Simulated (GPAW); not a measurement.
**A GW chain in GPAW: BaAlSiH (P3m1)**

Aim: the G0W0 gap of BaAlSiH (P3m1) on LDA, step by step.

Main program and level: GPAW 26.7.0; LDA and many-body steps on it, plane waves.

**1. Set-up**

It takes space group P3m1 (No. 156, trigonal). The conventional cell has a = 4.334 Å, b = 4.334 Å, c = 5.263 Å, α = 90.00°, β = 90.00°, γ = 120.00°. Nearest to Ba lie 3 H at 2.60 Å and 3 Si at 3.47 Å and 3 Al at 3.50 Å. Al has 1 H at 1.74 Å and 3 Si at 2.54 Å nearest. Nearest to Si lie 3 Al at 2.54 Å and 3 H at 3.30 Å and 3 Ba at 3.47 Å. Nearest to H lie 1 Al at 1.74 Å and 3 Ba at 2.60 Å. Farther neighbours are not listed.

The cell and positions are those that the Materials Project relaxed with its own functionals (PBE, PBE+U or r2SCAN), kept fixed. Spin-orbit coupling is left out unless a step names it.

**2. Ground state**

This step: GPAW 26.7.0; DFT, LDA, plane waves, PAW.

The ground-state density comes first.

Input file run.py:

```python
import json
import numpy as np
from gpaw.mpi import world
from ase import Atoms
from gpaw import GPAW, PW, FermiDirac

atoms = Atoms(['Ba', 'Al', 'Si', 'H'],
    cell=[[4.3342275204, 0.0000000000, 0.0000000000],
      [-2.1671137602, 3.7535511384, 0.0000000000],
      [0.0000000000, 0.0000000000, 5.2625520000]],
    scaled_positions=[[0.0000000000, 0.0000000000, 0.0004360000],
      [0.6666666667, 0.3333333333, 0.4652480000],
      [0.3333333333, 0.6666666667, 0.5423070000],
      [0.6666666667, 0.3333333333, 0.1349100000]],
    pbc=(True, True, True))
calc = GPAW(mode=PW(600),
    xc='LDA',
    kpts={'size': (6, 6, 4), 'gamma': True},
    occupations=FermiDirac(0.001),
    nbands=-8,
    convergence={'density': 1e-6, 'bands': -3},
    maxiter=100,
    txt='gs.txt')
atoms.calc = calc
res = {'energy': atoms.get_potential_energy()}
kpts = calc.get_ibz_k_points()
res['kpts'] = kpts
res['eigenvalues'] = [calc.get_eigenvalues(kpt=k) for k in range(len(kpts))]
res['n_electrons'] = calc.get_number_of_electrons()
calc.write('gs.gpw')

if world.rank == 0:
    with open('result.json', 'w') as f:
        json.dump(res, f, default=lambda x: x.tolist())
```

The run is started by

```sh
$ mpirun -n 4 gpaw python run.py
```

Numbers of over 12 decimals in the logs are rounded to 6 here.

What it wrote:

```text
__  _  _
 | _ |_)|_||  |
 |__||  | ||/\| - 26.7.0

Input parameters:
  mode=PW(ecut=600.0),
  convergence={'density': 1e-06, 'bands': -3},
  kpts=MonkhorstPack(size=(6, 6, 4), gamma=True),
  maxiter=100,
  nbands=-8,
  occupations=Occupations(name='fermi-dirac', width=0.001, fixmagmom=False),
  xc=XC(name='LDA')
  [... matrices ...]
Diagonalizing LCAO Hamiltonian
Converting LCAO to pw mode

         Si
             Al

             H
       Ba

Atoms  # Å, Bohr magnetons
|   | symbol |         x |        y |        z |    initial magnetic moments |
| 0 |     Ba |  0.000000 | 0.000000 | 0.002294 | ( 0.0000,  0.0000,  0.0000) |
| 1 |     Al |  2.167114 | 1.251184 | 2.448392 | ( 0.0000,  0.0000,  0.0000) |
| 2 |     Si | -0.000000 | 2.502367 | 2.853919 | ( 0.0000,  0.0000,  0.0000) |
| 3 |      H |  2.167114 | 1.251184 | 0.709971 | ( 0.0000,  0.0000,  0.0000) |

Unit cell  # Å
| periodic |         x |        y |        z |  lengths |     angles |
|      yes |  4.334228 | 0.000000 | 0.000000 | 4.334228 |  90.000000 |
|      yes | -2.167114 | 3.753551 | 0.000000 | 4.334228 |  90.000000 |
|      yes |  0.000000 | 0.000000 | 5.262552 | 5.262552 | 120.000000 |

Number of symmetries: 6
Symmetry operations  # r_c * U_cc + t_c -> r_c
|   | kind |            matrix            |
| 0 |  σ   |  1, 1, 0,  0,-1, 0,  0, 0, 1 |
| 1 |  E   |  1, 0, 0,  0, 1, 0,  0, 0, 1 |
| 2 |  C3  |  0, 1, 0, -1,-1, 0,  0, 0, 1 |
| 3 |  σ   |  0,-1, 0, -1, 0, 0,  0, 0, 1 |
| 4 |  σ   | -1, 0, 0,  1, 1, 0,  0, 0, 1 |
| 5 |  C3  | -1,-1, 0,  1, 0, 0,  0, 0, 1 |

BZ-sampling:
  Number of BZ points: 144
  Number of IBZ points: 24

  Monkhorst-Pack size: [6, 6, 4]
  Monkhorst-Pack shift: [0.083333, 0.083333, 0.125]

K-points  # in reciprocal-cell coordinates
|     |                                coordinates |     weight |
|   0 | (  0.00000000,   0.00000000,   0.00000000) | 0.00694444 |
|   1 | (  0.00000000,   0.00000000,   0.25000000) | 0.01388889 |
|   2 | (  0.00000000,   0.00000000,   0.50000000) | 0.00694444 |
|   3 | (  0.16666667,   0.00000000,  -0.25000000) | 0.04166667 |
|   4 | (  0.16666667,   0.00000000,   0.00000000) | 0.04166667 |
|   5 | (  0.16666667,   0.00000000,   0.25000000) | 0.04166667 |
|   6 | (  0.16666667,   0.00000000,   0.50000000) | 0.04166667 |
|   7 | (  0.33333333,  -0.16666667,   0.00000000) | 0.04166667 |
|   8 | (  0.33333333,  -0.16666667,   0.25000000) | 0.08333333 |
|   9 | (  0.33333333,  -0.16666667,   0.50000000) | 0.04166667 |
| ... |                                            |            |
|  23 | (  0.50000000,   0.50000000,   0.50000000) | 0.02083333 |

Plane wave coefficients: 2881
Cutoff: 600.0 eV

Spin-components: 1 (collinear spins)
Bands:           17
Projectors:      19
Spin-degeneracy: 2
Datatype:        complex128

  Storage: CPU
  Wave functions: 18_741_888 bytes (4_685_472 per core)
  Projectors: 35_278_848 bytes (8_819_712 per core)
  [... matrices ...]
Parallelization:
  kpt:    4
  domain: 1
  band:   1

Density:
  Valence electrons: 18.0
  Components: 1
  Grid points: [25 25 30]
  Charge: 0.0  # |e|

Potential:
  Grid points: [25 25 30]

species:
  Ba:
    name:    Barium
    Z:       56.0
    valence: 10
    core:    46
    charge:  0.0  # [|e|]
    compensation charges:
      type: gauss
      rc: 0.37  # [Å]
      lmax: 2
    cutoffs:
      filter: 2.06  # [Å]
      core: 2.33  # [Å]
    projectors
    | kind |    occ | energy [eV] | rcut [Å] |
    |   5s |  2.000 |     -33.774 |    1.164 |
    |   6s |  2.000 |      -3.346 |    1.164 |
    |   5p |  6.000 |     -18.813 |    1.164 |
    |    p |        |       0.000 |    1.164 |
    |    d |        |       0.000 |    1.164 |
    |    d |        |      27.211 |    1.164 |

    Using partial waves for Ba as LCAO basis

  Al:
    name:    Aluminium
    Z:       13.0
    valence: 3
    core:    10
    charge:  0.0  # [|e|]
    compensation charges:
      type: gauss
      rc: 0.34  # [Å]
      lmax: 2
    cutoffs:
      filter: 1.91  # [Å]
      core: 2.36  # [Å]
    projectors
    | kind |    occ | energy [eV] | rcut [Å] |
    |   3s |  2.000 |      -7.830 |    1.085 |
    |   3p |  1.000 |      -2.783 |    1.085 |
    |    s |        |      19.382 |    1.085 |
    |    p |        |      24.428 |    1.085 |
    |    d |        |       0.000 |    1.085 |

    Using partial waves for Al as LCAO basis

  Si:
    name:    Silicon
    Z:       14.0
    valence: 4
    core:    10
    charge:  0.0  # [|e|]
    compensation charges:
      type: gauss
      rc: 0.33  # [Å]
      lmax: 2
    cutoffs:
      filter: 1.86  # [Å]
      core: 2.06  # [Å]
    projectors
    | kind |    occ | energy [eV] | rcut [Å] |
    |   3s |  2.000 |     -10.878 |    1.058 |
    |   3p |  2.000 |      -4.162 |    1.058 |
    |    s |        |      16.334 |    1.058 |
    |    p |        |      23.049 |    1.058 |
    |    d |        |       0.000 |    1.058 |

    Using partial waves for Si as LCAO basis

  H:
    name:    Hydrogen
    Z:       1.0
    valence: 1
    core:    0
    charge:  0.0  # [|e|]
    compensation charges:
      type: gauss
      rc: 0.15  # [Å]
      lmax: 2
    cutoffs:
      filter: 0.85  # [Å]
      core: 0.53  # [Å]
    projectors
    | kind |    occ | energy [eV] | rcut [Å] |
    |   1s |  1.000 |      -6.353 |    0.476 |
    |    s |        |      20.858 |    0.476 |
    |    p |        |       0.000 |    0.476 |

    Using partial waves for H as LCAO basis

Reference energy: -235557.037001  # eV

eigensolver:
  PPCG
  Converge bands: -3
  niter=2

density mixing:
  MSR1-Mixer
  Pratt-step length: 0.05
  Maximum mixing coefficient: 0.75
  Old densities: 10
  SVD Regularization: 0.005
  Good broyden scale: 1.0
  Trust region scale: 1.0
  Backstep threshold: 4.0
  History deletion threshold: 6.0
  Fourier metric: weight=20.0, sigma=0.015

occupation numbers:
  Fermi-Dirac:
    width: 0.0010  # eV

poisson solver:
  ecut: 4800.0  # eV

xc functional:
  name: None

Initialization done in: 1.068 s

convergence criteria:
- Maximum integral of absolute [dens]ity change: 1e-06 electrons / valence electron
- Maximum [total energy] change in last 3 cyles: 0.0005 eV / valence electron
- Maximum integral of absolute [eigenst]ate change: 4e-08 eV^2 / valence electron
maximum number of iterations: 100

SCF iterations
|iter     |     time |      energy | eigst |  dens |
|iter:   1|  |  -18.526212 | +0.89 |       |
|iter:   2|  |  -18.399353 | +0.11 | -0.93 |
|iter:   3|  |  -17.782712 | -0.61 | -0.97 |
|iter:   4|  |  -17.748750 | -1.61 | -1.53 |
|iter:   5|  |  -17.747956 | -2.33 | -2.15 |
|iter:   6|  |  -17.747898c| -3.48 | -2.44 |
|iter:   7|  |  -17.747895c| -4.29 | -3.20 |
|iter:   8|  |  -17.747895c| -4.57 | -3.72 |
|iter:   9|  |  -17.747895c| -5.31 | -4.09 |
|iter:  10|  |  -17.747895c| -6.52 | -5.07 |
|iter:  11|  |  -17.747895c| -7.42c| -5.76 |
|iter:  12|  |  -17.747895c| -8.25c| -6.39c|

Converged in 12 steps
SCF loop duration: 5.414 s (0.451 s/step)
Energy contributions relative to reference atoms: (reference = -235557.037001)
  [... matrices ...]
Energy contributions:
  Kinetic:          14.094781
  Coulomb:         -10.723081
  Zero:             -0.057687
  External:          0.000000
  Xc:              -21.061909
  Entropy:          -0.000000
  Spinorbit:         0.000000
  ----------------------------
  Free energy:     -17.747895
  Extrapolated:    -17.747895

dipole moment: (-12.687774, -22.867716, -31.921066)  # |e|*Ang

Fermi level: 6.225
Eigenvalues  # (at kpt = [0.000, 0.000, 0.000])
| band index |      eig [eV] | occ [0-2] |
|          0 |       -21.693 |     2.000 |
|          1 |        -7.051 |     2.000 |
|          2 |        -6.682 |     2.000 |
|          3 |        -6.682 |     2.000 |
|          4 |        -3.042 |     2.000 |
|          5 |         1.634 |     2.000 |
|          6 |         4.860 |     2.000 |
|          7 |         5.188 |     2.000 |
|          8 |         5.188 |     2.000 |
|          9 |         6.927 |     0.000 |
|         10 |         8.779 |     0.000 |
|         11 |         8.779 |     0.000 |
|         12 |         9.717 |     0.000 |
|         13 |         9.717 |     0.000 |
|         14 |        10.009 |     0.000 |
|         15 |        10.009 |     0.000 |
|         16 |        10.094 |     0.000 |

Gap: 0.691 eV
Transition (v -> c):
  (s=0, k=2, n=8, [0.00, 0.00, 0.50]) -> (s=0, k=21, n=9, [0.50, 0.50, 0.00])
Direct/indirect transitions are different
Direct gap: 1.254 eV
Transition at: (s=0, k=21, n=8, [0.50, 0.50, 0.00])
# Writing to gs.gpw (mode='')
  [... matrices ...]
```

The job ended after 8.4 s (4 MPI ranks of Arm Neoverse V1, shared host; peak memory 0.7 GiB).

This step gave:

```
total energy               : -17.75 eV
gap                        : 0.6909 eV
k of the valence top       : 0, 0, 0.5
k of the conduction bottom : 0.5, 0.5, 0
least direct gap           : 1.254 eV
```

The gap is indirect, with the least direct gap 0.56 eV higher.

**3. Empty states on the mesh, 3×3×2 mesh, 403 bands**

The sums over transitions need many empty states on a uniform mesh; this step solves for them.

Input file run.py:

```python
import json
import numpy as np
from gpaw.mpi import world
from gpaw import GPAW

calc = GPAW('gs.gpw').fixed_density(kpts={'size': (3, 3, 2), 'gamma': True},
    parallel={'domain': 1, 'band': 1},
    txt='nscf.txt')
calc.diagonalize_full_hamiltonian(nbands=403)
calc.write('full.gpw', mode='all')
res = {}
kpts = calc.get_ibz_k_points()
res['kpts'] = kpts
res['eigenvalues'] = [calc.get_eigenvalues(kpt=k) for k in range(len(kpts))]
res['n_electrons'] = calc.get_number_of_electrons()

if world.rank == 0:
    with open('result.json', 'w') as f:
        json.dump(res, f, default=lambda x: x.tolist())
```

The run is started by

```sh
$ mpirun -n 4 gpaw python run.py
```

What it wrote:

```text
Diagonalizing LCAO Hamiltonian
Converting LCAO to pw mode
convergence criteria:
- Maximum integral of absolute [eigenst]ate change: 4e-08 eV^2 / valence electron
maximum number of iterations: 100

SCF iterations
|iter     |     time |      energy | eigst |  dens |
|iter:   1|  |             | +0.98 |       |
|iter:   2|  |             | +0.18 |       |
|iter:   3|  |             | -0.65 |       |
[...]
|iter:  11|  |             | -6.66 |       |
|iter:  12|  |             | -7.16 |       |
|iter:  13|  |             | -7.66c|       |
SCF steps: 13
  __  _  _
 | _ |_)|_||  |
 |__||  | ||/\| - 26.7.0

Input parameters:
  mode=PW(ecut=600.0),
  convergence={'density': 1e-06, 'bands': -3},
  gpts=array([25, 25, 30]),
  kpts=MonkhorstPack(size=(3, 3, 2), gamma=True),
  maxiter=100,
  nbands=17,
  occupations=Occupations(name='fermi-dirac', width=0.001, fixmagmom=False),
  parallel={'domain': 1, 'band': 1},
  xc=XC(name='LDA')
Matrix size: 2871x2871
# Writing to full.gpw (mode='all')
  [... matrices ...]

timing:  # [seconds]
  Total: 46.709  # ━━━━━━━━━━━━━━━━━━━━━━━━━━━━━━━━━━━━━━━━━━━━━━━━━━━━━━━━━━
```

It took 51 s on 4 MPI ranks; peak memory 2.8 GiB; 3.4 min of CPU time.

Numbers from this step:

| Item | Value |
| --- | --- |
| gap | 1.067 eV |
| k of the valence top | 0, 0, 0.5 |
| k of the conduction bottom | 0.3333, 0, 0 |
| least direct gap | 1.651 eV |
| k points computed | 6 |
| lowest point of the top converged band, above the valence top | 148.8459 eV |

On this mesh the gap is 1.067 eV. The earlier step found 0.691 eV, so this mesh misses an edge.

**4. Screening and self-energy, 3×3×2 mesh, 182 bands, screening to 96 eV**

Now the one-shot GW correction: screening in the RPA, then the self-energy of the levels asked for.

This step: G0W0 on LDA, plane waves, PAW.

Input file run.py:

```python
import json
import numpy as np
from gpaw.mpi import world
from gpaw.response.g0w0 import G0W0

gw = G0W0('full.gpw',
    filename='gw',
    kpts=[0, 1, 2],
    bands=(7, 11),
    ecut=96,
    nbands=182,
    integrate_gamma='WS',
    ppa=True)
gw.calculate()
res = {mode: {k: v for k, v in r.items() if k != 'sigma_eskwn'}
       for mode, r in gw.all_results.items()}

if world.rank == 0:
    with open('result.json', 'w') as f:
        json.dump(res, f, default=lambda x: x.tolist())
```

The run is started by

```sh
$ mpirun -n 4 gpaw python run.py
```

What it wrote:

```text
Using integrator: PointIntegrator
FrequencyGridDescriptor(from 0.000+0.000j to 0.000+27.211j eV, 2 points)
Nonperiodic BCs:  [False False False]
Using integrator: PointIntegrator
FrequencyGridDescriptor(from 0.000+0.000j to 0.000+27.211j eV, 2 points)
Nonperiodic BCs:  [False False False]
  ___  _ _ _
 |   || | | |
 | | || | | |
 |__ ||_____|
 |___|

BZ k-points: Symmetries present (total): 6

  [... matrices ...]
18 k-points: 3 x 3 x 2 Monkhorst-Pack grid + [0.000000,0.000000,1/4]
6 k-points in the irreducible part of the Brillouin zone
       k-points in crystal coordinates                weights
   0:     0.00000000    0.00000000    0.00000000          1/18
   1:     0.00000000    0.00000000    0.50000000          1/18
   2:     0.33333333    0.00000000    0.00000000          6/18
   3:     0.33333333    0.00000000    0.50000000          6/18
   4:     0.33333333    0.33333333    0.00000000          2/18
   5:     0.33333333    0.33333333    0.50000000          2/18

Distributing spins, k-points and bands (1 x 3 x 4) over 4 processes
Number of blocks: 1

Quasi particle states:
k-points (IBZ indices): [0, 1, 2]
Band range: (7, 11)
  [... matrices ...]
Computational parameters:
Plane wave cut-off: 96 eV
Number of bands: 182
Coulomb cutoff: None
Broadening: 0.1 eV

fxc modes: GW
Kernel: RPA
Using Godby-Needs plasmon-pole approximation:
  Fitting energy: i*E0, E0 = 1.000 Hartree
Summing all q:

Calculating screened Coulomb potential
No Coulomb truncation
FrequencyGridDescriptor(from 0.000+0.000j to 0.000+27.211j eV, 2 points)
Removing empty qpoint cache files...

Calculating chi0 body with:
    Ground state adapter containing:
    Number of spins: 1
    Number of kpoints: 18
    Number of irreducible kpoints: 6
    Number of completely occupied states: 9
    Number of partially occupied states: 9
    Occupied states memory: 2.574921 M / cpu

    Linear response parametrization:
    q_c: [0.0, 0.0, 0.0]
    Number of frequency points: 2
    Planewave cutoff: 96.0
    Number of bands: 182
    Number of planewaves: 171
    Broadening (eta): 1e-06
    comm.size: 4
    kncomm.size: 4
    blockcomm.size: 1

    Memory estimate of potentially large arrays:
        chi0_wGG: 0.892365 M / cpu
Integrating chi0 body.

Symmetries of q_c:
    Direct symmetries (Uq -> q): 6
    Indirect symmetries (TUq -> q): 6
In total 12 allowed symmetries.

  [... matrices ...]
6 groups of equivalent kpoints. 66.666667% reduction.

Integral kind: response function
Integrating chi0 head and wings.

Symmetries of q_c:
    Direct symmetries (Uq -> q): 6
    Indirect symmetries (TUq -> q): 6
In total 12 allowed symmetries.

  [... matrices ...]
6 groups of equivalent kpoints. 66.666667% reduction.

Integral kind: response function wings

Calculating chi0 body with:
    Ground state adapter containing:
    Number of spins: 1
    Number of kpoints: 18
    Number of irreducible kpoints: 6
    Number of completely occupied states: 9
    Number of partially occupied states: 9
    Occupied states memory: 2.574921 M / cpu

[... the further q-points ...]

Results:
f:      Occupation numbers
eps:     KS-eigenvalues [eV]
vxc:     KS vxc [eV]
exx:     Exact exchange [eV]
sigma:   Self-energies [eV]
dsigma:  Self-energy derivatives
Z:       Renormalization factors
qp:      QP-energies [eV]

k-point 0 (0): (0.000, 0.000, 0.000)                GW
band       f     eps     vxc     exx   sigma  dsigma       Z      qp
                                                                   GW
   7   1.000   5.188 -11.702 -13.050   0.923  -0.304   0.767   4.863
   8   1.000   5.188 -11.702 -13.050   0.923  -0.304   0.767   4.863
   9   0.000   6.927 -11.301  -7.221  -3.840  -0.290   0.775   7.113
  10   0.000   8.779 -10.809  -6.124  -4.366  -0.293   0.773   9.025

k-point 1 (1): (0.000, 0.000, 0.500)                GW
band       f     eps     vxc     exx   sigma  dsigma       Z      qp
                                                                   GW
   7   1.000   5.535 -12.038 -13.420   0.916  -0.306   0.766   5.177
   8   1.000   5.677 -11.155 -12.237   0.650  -0.304   0.767   5.346
   9   0.000   7.328 -12.322  -7.826  -4.108  -0.292   0.774   7.628
  10   0.000   7.471 -10.708  -6.318  -4.010  -0.277   0.783   7.769

k-point 2 (2): (0.333, 0.000, 0.000)                GW
band       f     eps     vxc     exx   sigma  dsigma       Z      qp
                                                                   GW
   7   1.000   4.686 -11.836 -13.554   1.225  -0.313   0.762   4.311
   8   1.000   5.087 -10.659 -11.466   0.519  -0.299   0.770   4.865
   9   0.000   6.744 -10.383  -6.626  -3.597  -0.283   0.780   6.868
  10   0.000   8.035 -10.727  -6.322  -4.123  -0.280   0.781   8.255
```

Elapsed: 30 s, on 4 MPI ranks; peak memory 1.5 GiB.

This step gave:

```
G0W0 gap on the points computed              : 1.523 eV
least direct G0W0 gap on the computed points : 2.003 eV
Z at the valence top                         : 0.7666
Z at the conduction bottom                   : 0.7795
starting gap on the mesh                     : 1.067 eV
k of the valence top                         : 0, 0, 0.5
k of the conduction bottom                   : 0.3333, 0, 0
```

The gap on the mesh goes from 1.07 eV to 1.52 eV, a correction of +0.46 eV. The start differs from the 0.69 eV found before because the two sample other k points.

Limits: finite bands, cutoff and mesh; no spin-orbit coupling; coarse k mesh. v1 is the top filled band, c1 the lowest empty one. The levels before and after the correction (eV, zero at the valence-band top of each column):

|  | conduction bottom | valence top |
| --- | --- | --- |
| Kohn-Sham | 1.07 | 0.00 |
| G0W0 | 1.52 | 0.00 |

|  | level | energy (eV) |
| --- | --- | --- |
| Kohn-Sham | (0 0 0.5) v2 | -0.142 |
| Kohn-Sham | (0 0 0.5) v1 | 0.000 |
| Kohn-Sham | (0 0 0.5) c1 | 1.651 |
| Kohn-Sham | (0 0 0.5) c2 | 1.794 |
| Kohn-Sham | (0.333 0 0) v2 | -0.991 |
| Kohn-Sham | (0.333 0 0) v1 | -0.590 |
| Kohn-Sham | (0.333 0 0) c1 | 1.067 |
| Kohn-Sham | (0.333 0 0) c2 | 2.358 |
| G0W0 | (0 0 0.5) v2 | -0.168 |
| G0W0 | (0 0 0.5) v1 | 0.000 |
| G0W0 | (0 0 0.5) c1 | 2.283 |
| G0W0 | (0 0 0.5) c2 | 2.423 |
| G0W0 | (0.333 0 0) v2 | -1.035 |
| G0W0 | (0.333 0 0) v1 | -0.480 |
| G0W0 | (0.333 0 0) c1 | 1.523 |
| G0W0 | (0.333 0 0) c2 | 2.910 |

**5. Where the time went**

Times are wall times on 4 MPI ranks of Arm Neoverse V1, shared host, good to a factor of about two.

| step | time | share | memory (GiB) |
| --- | --- | --- | --- |
| ground state | 8.4 s | 9 % | 0.7 |
| empty states on the mesh | 51 s | 57 % | 2.8 |
| screening and self-energy | 30 s | 33 % | 1.5 |

**6. What came out**

```yaml
lda_gap: 0.69 eV, indirect
g0w0_gap_on_the_mesh: 1.52 eV
g0w0_gap_over_the_zone_rigid_shift: 1.15 eV
gw_settings: 3×3×2 mesh, 182 bands, screening to 96 eV, Godby-Needs plasmon pole
known_limits: not at the basis limit; no spin-orbit coupling; coarse k mesh
```

What this shows: G0W0 moves the gap on the mesh from 1.07 eV to 1.52 eV (+0.46 eV), with Z of 0.77 and 0.78 at the edges. The mesh misses the band edges by 0.38 eV in all; a rigid shift gives 1.15 eV for the zone. Only 3 of the mesh's irreducible points were corrected, so a valley elsewhere could overtake. The dearest step here is «empty states on the mesh». Bands and cutoff are finite, so the gap is not at the basis limit. The miss can reach some tenths of an eV and take either sign; the mesh is an error of its own. These stock PAW sets were not made for GW. In the G0W0 run levels were corrected at 3 k points alone, so a gap called «on the mesh» is the least over those, and an edge elsewhere would be missed. A denser mesh or path gives a starting gap of 0.69 eV: the GW mesh misses a band edge, so its gaps are not the fundamental one. The 3×3×2 mesh is coarse for this cell, which bears on the long-range parts of exchange and screening. The many-body steps are scalar-relativistic: spin-orbit coupling is not in them.

[Paths, hosts, dates, memory and timing lines, banners, echoed tables and standing remarks are left out of the program output.]

[Logs are printed without paths, hosts, clocks, repeated set-up lines and the standing remarks that a program may print on its own settings, such as how far it seeks lower states.]

[Runs of the session that timed out or met a known fault of the program may be left out.]

[Hosts, paths, dates, database ids (printed as entryN), source tags and the programs' standing remarks are cut or masked in the printed files.]
